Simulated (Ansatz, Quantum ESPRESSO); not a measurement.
# vacuum gap of 6.0 Å between two Pb(111) faces: ballistic transmission, part 2 of 4

Aim: the zero-bias transmission with pwcond for this junction: vacuum gap of 6.0 Å between two Pb(111) faces.

Quantum ESPRESSO 7.5; plane-wave DFT, PBE, GBRV ultrasoft pseudopotentials; cross-check by Ansatz 0.2.0 with PAW datasets.

So far. Step 2 (Ground state): The run needed 10 iterations to bring the estimated error under 1e-07 Ry; the largest force on any atom, held or free, is 0.24 eV/Å.

## 3. Transmission with pwcond.x

Level of this step: transmission by pwcond, lead and junction from one cell; plane-wave DFT, PBE, GBRV ultrasoft pseudopotentials (Quantum ESPRESSO).

prefixt takes both regions from one run: the lead from 0 to bdl, the scattering region from bdl to bds (units of alat). ikind = 1 puts the same lead on both sides. The program's T_tot counts both spins in a run without spin; the tables below give T per spin.

cond.in reads:

```
&inputcond
  outdir = './out'
  prefixt = 'scf'
  tran_file = 'cond.dat'
  bdl = 2.4494897422
  bds = 10.6683970559
  ikind = 1
  ewind = 4.0
  epsproj = 1e-05
  nz1 = 7
  energy0 = 0.4
  denergy = -0.4
/
10
  0.00000000 0.00000000 0.01562500
  0.00000000 0.12500000 0.09375000
  0.00000000 0.25000000 0.09375000
  0.00000000 0.37500000 0.09375000
  0.00000000 0.50000000 0.04687500
  0.12500000 0.25000000 0.09375000
  0.12500000 0.37500000 0.18750000
  0.12500000 0.50000000 0.18750000
  0.25000000 0.50000000 0.09375000
  0.25000000 0.62500000 0.09375000
3
```

The run is started by

```sh
> OMP_NUM_THREADS=1 mpirun -n 4 pwcond.x -in cond.in > cond.out
```

Output:

```text
[banner, memory and clock lines left out]
Program PWCOND v.7.5 starts

          URL

     ./out/scf.save/

     IMPORTANT: XC functional enforced from input :
     Exchange-correlation= PBE
                           (   1   4   3   4   0   0   0)
     Any further DFT definition will be discarded
     Please, verify this is what you really want

     Check: negative core charge=   -0.000009

     negative rho (up, down):  1.962E-01 0.000E+00
     Reading collected, re-writing distributed wavefunctions

===== INPUT FILE containing all the regions =====

     GEOMETRY:

     lattice parameter (alat)  =       6.7213  a.u.
     the volume                =    2805.3391 (a.u.)^3
     the cross section         =      39.1232 (a.u.)^2
     l of the unit cell        =      10.6684 (alat)
     number of atoms/cell      =           12
     number of atomic types    =            1

     crystal axes: (cart. coord. in units of alat)
               a(1) = (  1.0000  0.0000  0.0000 )
               a(2) = (  0.5000  0.8660  0.0000 )
               a(3) = (  0.0000  0.0000 10.6684 )

   Cartesian axes

     site n.     atom                  positions (alat units)
          1        Pb     tau(  1)=(  0.0000  0.0000 10.6684  )
          2        Pb     tau(  2)=(  0.5000  0.2887  0.8165  )
          3        Pb     tau(  3)=(  1.0000  0.5774  1.6330  )
          4        Pb     tau(  4)=(  0.0000  0.0000  2.4495  )
          5        Pb     tau(  5)=(  0.5000  0.2887  3.2660  )
          6        Pb     tau(  6)=(  1.0000  0.5774  4.0825  )
          7        Pb     tau(  7)=(  0.0000  0.0000  5.7694  )
          8        Pb     tau(  8)=(  0.5000  0.2887  6.5859  )
          9        Pb     tau(  9)=(  1.0000  0.5774  7.4024  )
         10        Pb     tau( 10)=(  0.0000  0.0000  8.2189  )
         11        Pb     tau( 11)=(  0.5000  0.2887  9.0354  )
         12        Pb     tau( 12)=(  1.0000  0.5774  9.8519  )

     nr1s                      =           27
     nr2s                      =           27
     nr3s                      =          300
     nr1sx                     =           27
     nr2sx                     =           27
     nr3sx                     =          300
     nr1                       =           32
     nr2                       =           32
     nr3                       =          324
     nr1x                      =           32
     nr2x                      =           32
     nr3x                      =          324

 _______________________________
  Radii of nonlocal spheres:

     type       ibeta     ang. mom.          radius (alat units)
       Pb         1         0                    0.3458
       Pb         2         0                    0.3458
       Pb         3         1                    0.3458
       Pb         4         1                    0.3458
       Pb         5         2                    0.3458
       Pb         6         2                    0.3458
----- General information -----

--- T calc. with identical leads (ikind=1) ---

     nrx                       =           27
     nry                       =           27
     nz1                       =            7

     energy0               =         4.0E-01
     denergy               =        -4.0E-01
     nenergy               =          3
     ecut2d                =         4.0E+01
     ewind                 =         4.0E+00
     epsproj               =         1.0E-05

     number of k_|| points=   10
                       cryst. coord.
        k(    1) = (   0.0000000   0.0000000), wk =   0.0156250
        k(    2) = (   0.0000000   0.1250000), wk =   0.0937500
        k(    3) = (   0.0000000   0.2500000), wk =   0.0937500
        k(    4) = (   0.0000000   0.3750000), wk =   0.0937500
        k(    5) = (   0.0000000   0.5000000), wk =   0.0468750
        k(    6) = (   0.1250000   0.2500000), wk =   0.0937500
        k(    7) = (   0.1250000   0.3750000), wk =   0.1875000
        k(    8) = (   0.1250000   0.5000000), wk =   0.1875000
        k(    9) = (   0.2500000   0.5000000), wk =   0.0937500
        k(   10) = (   0.2500000   0.6250000), wk =   0.0937500
----- Information about left/right lead -----

     nocros                   =           18
     noins                    =           36
     norb                     =           72
     norbf                    =          180
     nrz                      =           69

      iorb      type   ibeta   ang. mom.   m       position (alat)
        1        1       1        0        1   taunew(   1)=(  0.0000  0.0000  0.0000)
        2        1       2        0        1   taunew(   2)=(  0.0000  0.0000  0.0000)
        3        1       3        1        1   taunew(   3)=(  0.0000  0.0000  0.0000)
        4        1       3        1        2   taunew(   4)=(  0.0000  0.0000  0.0000)
        5        1       3        1        3   taunew(   5)=(  0.0000  0.0000  0.0000)
        6        1       4        1        1   taunew(   6)=(  0.0000  0.0000  0.0000)
        7        1       4        1        2   taunew(   7)=(  0.0000  0.0000  0.0000)
        8        1       4        1        3   taunew(   8)=(  0.0000  0.0000  0.0000)
        9        1       5        2        1   taunew(   9)=(  0.0000  0.0000  0.0000)
       10        1       5        2        2   taunew(  10)=(  0.0000  0.0000  0.0000)
       11        1       5        2        3   taunew(  11)=(  0.0000  0.0000  0.0000)
       12        1       5        2        4   taunew(  12)=(  0.0000  0.0000  0.0000)
       13        1       5        2        5   taunew(  13)=(  0.0000  0.0000  0.0000)
       14        1       6        2        1   taunew(  14)=(  0.0000  0.0000  0.0000)
       15        1       6        2        2   taunew(  15)=(  0.0000  0.0000  0.0000)
       16        1       6        2        3   taunew(  16)=(  0.0000  0.0000  0.0000)
       17        1       6        2        4   taunew(  17)=(  0.0000  0.0000  0.0000)
       18        1       6        2        5   taunew(  18)=(  0.0000  0.0000  0.0000)
       19        1       1        0        1   taunew(  19)=(  0.5000  0.2887  0.8165)
       20        1       2        0        1   taunew(  20)=(  0.5000  0.2887  0.8165)
       21        1       3        1        1   taunew(  21)=(  0.5000  0.2887  0.8165)
       22        1       3        1        2   taunew(  22)=(  0.5000  0.2887  0.8165)
       23        1       3        1        3   taunew(  23)=(  0.5000  0.2887  0.8165)
       24        1       4        1        1   taunew(  24)=(  0.5000  0.2887  0.8165)
       25        1       4        1        2   taunew(  25)=(  0.5000  0.2887  0.8165)
[...]
139        1       5        2        5   taunew( 139)=(  0.5000  0.2887  6.5859)
      140        1       6        2        1   taunew( 140)=(  0.5000  0.2887  6.5859)
      141        1       6        2        2   taunew( 141)=(  0.5000  0.2887  6.5859)
      142        1       6        2        3   taunew( 142)=(  0.5000  0.2887  6.5859)
      143        1       6        2        4   taunew( 143)=(  0.5000  0.2887  6.5859)
      144        1       6        2        5   taunew( 144)=(  0.5000  0.2887  6.5859)
      145        1       1        0        1   taunew( 145)=(  1.0000  0.5774  7.4024)
      146        1       2        0        1   taunew( 146)=(  1.0000  0.5774  7.4024)
      147        1       3        1        1   taunew( 147)=(  1.0000  0.5774  7.4024)
      148        1       3        1        2   taunew( 148)=(  1.0000  0.5774  7.4024)
      149        1       3        1        3   taunew( 149)=(  1.0000  0.5774  7.4024)
      150        1       4        1        1   taunew( 150)=(  1.0000  0.5774  7.4024)
      151        1       4        1        2   taunew( 151)=(  1.0000  0.5774  7.4024)
      152        1       4        1        3   taunew( 152)=(  1.0000  0.5774  7.4024)
      153        1       5        2        1   taunew( 153)=(  1.0000  0.5774  7.4024)
      154        1       5        2        2   taunew( 154)=(  1.0000  0.5774  7.4024)
      155        1       5        2        3   taunew( 155)=(  1.0000  0.5774  7.4024)
      156        1       5        2        4   taunew( 156)=(  1.0000  0.5774  7.4024)
      157        1       5        2        5   taunew( 157)=(  1.0000  0.5774  7.4024)
      158        1       6        2        1   taunew( 158)=(  1.0000  0.5774  7.4024)
      159        1       6        2        2   taunew( 159)=(  1.0000  0.5774  7.4024)
      160        1       6        2        3   taunew( 160)=(  1.0000  0.5774  7.4024)
      161        1       6        2        4   taunew( 161)=(  1.0000  0.5774  7.4024)
      162        1       6        2        5   taunew( 162)=(  1.0000  0.5774  7.4024)
      163        1       1        0        1   taunew( 163)=(  0.0000  0.0000  8.2189)
      164        1       2        0        1   taunew( 164)=(  0.0000  0.0000  8.2189)
      165        1       3        1        1   taunew( 165)=(  0.0000  0.0000  8.2189)
      166        1       3        1        2   taunew( 166)=(  0.0000  0.0000  8.2189)
      167        1       3        1        3   taunew( 167)=(  0.0000  0.0000  8.2189)
      168        1       4        1        1   taunew( 168)=(  0.0000  0.0000  8.2189)
      169        1       4        1        2   taunew( 169)=(  0.0000  0.0000  8.2189)
      170        1       4        1        3   taunew( 170)=(  0.0000  0.0000  8.2189)
      171        1       5        2        1   taunew( 171)=(  0.0000  0.0000  8.2189)
      172        1       5        2        2   taunew( 172)=(  0.0000  0.0000  8.2189)
      173        1       5        2        3   taunew( 173)=(  0.0000  0.0000  8.2189)
      174        1       5        2        4   taunew( 174)=(  0.0000  0.0000  8.2189)
      175        1       5        2        5   taunew( 175)=(  0.0000  0.0000  8.2189)
      176        1       6        2        1   taunew( 176)=(  0.0000  0.0000  8.2189)
      177        1       6        2        2   taunew( 177)=(  0.0000  0.0000  8.2189)
      178        1       6        2        3   taunew( 178)=(  0.0000  0.0000  8.2189)
      179        1       6        2        4   taunew( 179)=(  0.0000  0.0000  8.2189)
      180        1       6        2        5   taunew( 180)=(  0.0000  0.0000  8.2189)
 ngper, shell number =          121          15
 ngper, n2d =          121         108
---  E-Ef =    0.4000000  k =    0.0000000   0.0000000
---  ie =          1  ik =          1
 Nchannels of the left tip =            1
 Right moving states:
   k1(2pi/a)   k2(2pi/a)   E-Ef (eV)
   0.2253709  -0.0000084   0.4000000
 Left moving states:
   k1(2pi/a)   k2(2pi/a)   E-Ef (eV)
  -0.2253709  -0.0000084   0.4000000

 to transmit
 Band j to band i transmissions and reflections:
    j         i     |T_ij|^2    |R_ij|^2

    1 -->     1     0.14038     0.85962
   Total T_j, R_j =    0.14038  0.85962

E-Ef(ev), T(x2 spins) =    0.4000000   0.2807686
---  E-Ef =    0.0000000  k =    0.0000000   0.0000000
---  ie =          2  ik =          1
 Nchannels of the left tip =            1
 Right moving states:
   k1(2pi/a)   k2(2pi/a)   E-Ef (eV)
   0.1814103  -0.0000083   0.0000000
 Left moving states:
   k1(2pi/a)   k2(2pi/a)   E-Ef (eV)
  -0.1814102  -0.0000083   0.0000000

 to transmit
 Band j to band i transmissions and reflections:
    j         i     |T_ij|^2    |R_ij|^2

    1 -->     1     0.11088     0.88912
   Total T_j, R_j =    0.11088  0.88912

E-Ef(ev), T(x2 spins) =    0.0000000   0.2217682
---  E-Ef =   -0.4000000  k =    0.0000000   0.0000000
---  ie =          3  ik =          1
 Nchannels of the left tip =            1
 Right moving states:
   k1(2pi/a)   k2(2pi/a)   E-Ef (eV)
   0.1364036  -0.0000083  -0.4000000
 Left moving states:
   k1(2pi/a)   k2(2pi/a)   E-Ef (eV)
  -0.1364036  -0.0000083  -0.4000000

 to transmit
 Band j to band i transmissions and reflections:
    j         i     |T_ij|^2    |R_ij|^2

    1 -->     1     0.08707     0.91293
   Total T_j, R_j =    0.08707  0.91293

E-Ef(ev), T(x2 spins) =   -0.4000000   0.1741301
 ngper, shell number =          121          63
 ngper, n2d =          121         108
[... further energies and points left out ...]
---  E-Ef =    0.4000000  k =    0.2500000   0.6250000
---  ie =          1  ik =         10
 Nchannels of the left tip =            1
 Right moving states:
   k1(2pi/a)   k2(2pi/a)   E-Ef (eV)
   0.2065303  -0.0000141   0.4000000
 Left moving states:
   k1(2pi/a)   k2(2pi/a)   E-Ef (eV)
  -0.2065311  -0.0000141   0.4000000

 to transmit
 Band j to band i transmissions and reflections:
    j         i     |T_ij|^2    |R_ij|^2

    1 -->     1     0.00228     0.99772
   Total T_j, R_j =    0.00228  0.99772

E-Ef(ev), T(x2 spins) =    0.4000000   0.0045555
---  E-Ef =    0.0000000  k =    0.2500000   0.6250000
---  ie =          2  ik =         10
 Nchannels of the left tip =            1
 Right moving states:
   k1(2pi/a)   k2(2pi/a)   E-Ef (eV)
   0.1093996  -0.0000141   0.0000000
 Left moving states:
   k1(2pi/a)   k2(2pi/a)   E-Ef (eV)
  -0.1094004  -0.0000141   0.0000000

 to transmit
 Band j to band i transmissions and reflections:
    j         i     |T_ij|^2    |R_ij|^2

    1 -->     1     0.00096     0.99904
   Total T_j, R_j =    0.00096  0.99904

E-Ef(ev), T(x2 spins) =    0.0000000   0.0019126
---  E-Ef =   -0.4000000  k =    0.2500000   0.6250000
---  ie =          3  ik =         10
 Nchannels of the left tip =            3
 Right moving states:
   k1(2pi/a)   k2(2pi/a)   E-Ef (eV)
   0.0040710  -0.0000141  -0.4000000
   0.4088901  -0.0000169  -0.4000000
   0.4629469  -0.0000123  -0.4000000
 Left moving states:
   k1(2pi/a)   k2(2pi/a)   E-Ef (eV)
  -0.0040717  -0.0000140  -0.4000000
  -0.4088819  -0.0000169  -0.4000000
  -0.4629546  -0.0000123  -0.4000000

 to transmit
 Band j to band i transmissions and reflections:
    j         i     |T_ij|^2    |R_ij|^2

    1 -->     1     0.00043     0.60248
    1 -->     2     0.00030     0.23534
    1 -->     3     0.00021     0.16123
   Total T_j, R_j =    0.00094  0.99906

    2 -->     1     0.00031     0.23535
    2 -->     2     0.00043     0.00298
    2 -->     3     0.00006     0.76087
   Total T_j, R_j =    0.00079  0.99921

    3 -->     1     0.00020     0.16122
    3 -->     2     0.00007     0.76088
    3 -->     3     0.00035     0.07728
   Total T_j, R_j =    0.00062  0.99938

E-Ef(ev), T(x2 spins) =   -0.4000000   0.0047114
   T_tot     0.40000      0.93689E-01
   T_tot     0.00000      0.65758E-01
   T_tot    -0.40000      0.56717E-01

Note: The following floating-point exceptions are signalling: IEEE_UNDERFLOW_FLAG
Note: The following floating-point exceptions are signalling: IEEE_UNDERFLOW_FLAG
Note: The following floating-point exceptions are signalling: IEEE_UNDERFLOW_FLAG
Note: The following floating-point exceptions are signalling: IEEE_UNDERFLOW_FLAG
```

Elapsed: 97 s, on 4 MPI ranks of Arm Neoverse V2, shared host; peak memory 0.36 GiB.

Read from the output:

```
lead channels at the Fermi level, one spin : 1.234
transmission at the Fermi level, one spin  : 0.03288
conductance                                : 0.03288 G₀
```

Per spin; mean over the k mesh across the current. Open channels, zone mean against energy, zero at the Fermi level:

```tsv
energy (eV)	open channels, zone mean
-0.400	1.42
0.000	1.23
0.400	1.23
```

Per spin; mean over the k mesh across the current. Transmission, zone mean against energy, zero at the Fermi level:

```tsv
energy (eV)	transmission, zone mean
-0.400	0.0284
0.000	0.0329
0.400	0.0468
```

At 0.000 eV; k in fractions of b1, b2. Transmission by k point:

```tsv
k1	k2	weight	t	channels
0	0	0.01562	0.1109	1
0	0.125	0.09375	0.09908	1
0	0.25	0.09375	0.01953	2
0	0.375	0.09375	0.03182	1
0	0.5	0.04688	0	0
0.125	0.25	0.09375	0.08423	1
0.125	0.375	0.1875	0.03548	2
0.125	0.5	0.1875	0.0112	1
0.25	0.5	0.09375	0.003262	1
0.25	0.625	0.09375	9.56e-4	1
```

The program's own clock; routines nest. Time by routine:

```tsv
routine	wall time (s)	calls
PWCOND	96.23	1
scatter_forw	75.96	60
compbs	9.18	30
local	8.87	10
compbs_2	7.63	30
init	0.45	1
poten	0.06	1
```

At no point does T exceed the number of channels.

(Continued in part 3 of 4.)

[Logs are printed without paths, hosts, clocks, repeated set-up lines and the standing remarks that a program may print on its own settings, such as how far it seeks lower states.]

[Hosts, paths, dates, database ids (printed as entryN), source tags and the programs' standing remarks are cut or masked in the printed files.]

[Maps of the electrostatic potential energy from Ansatz leave out the sawtooth potential of an applied field or a dipole correction, so their vacuum need not be flat; planar profiles and work functions include it.]
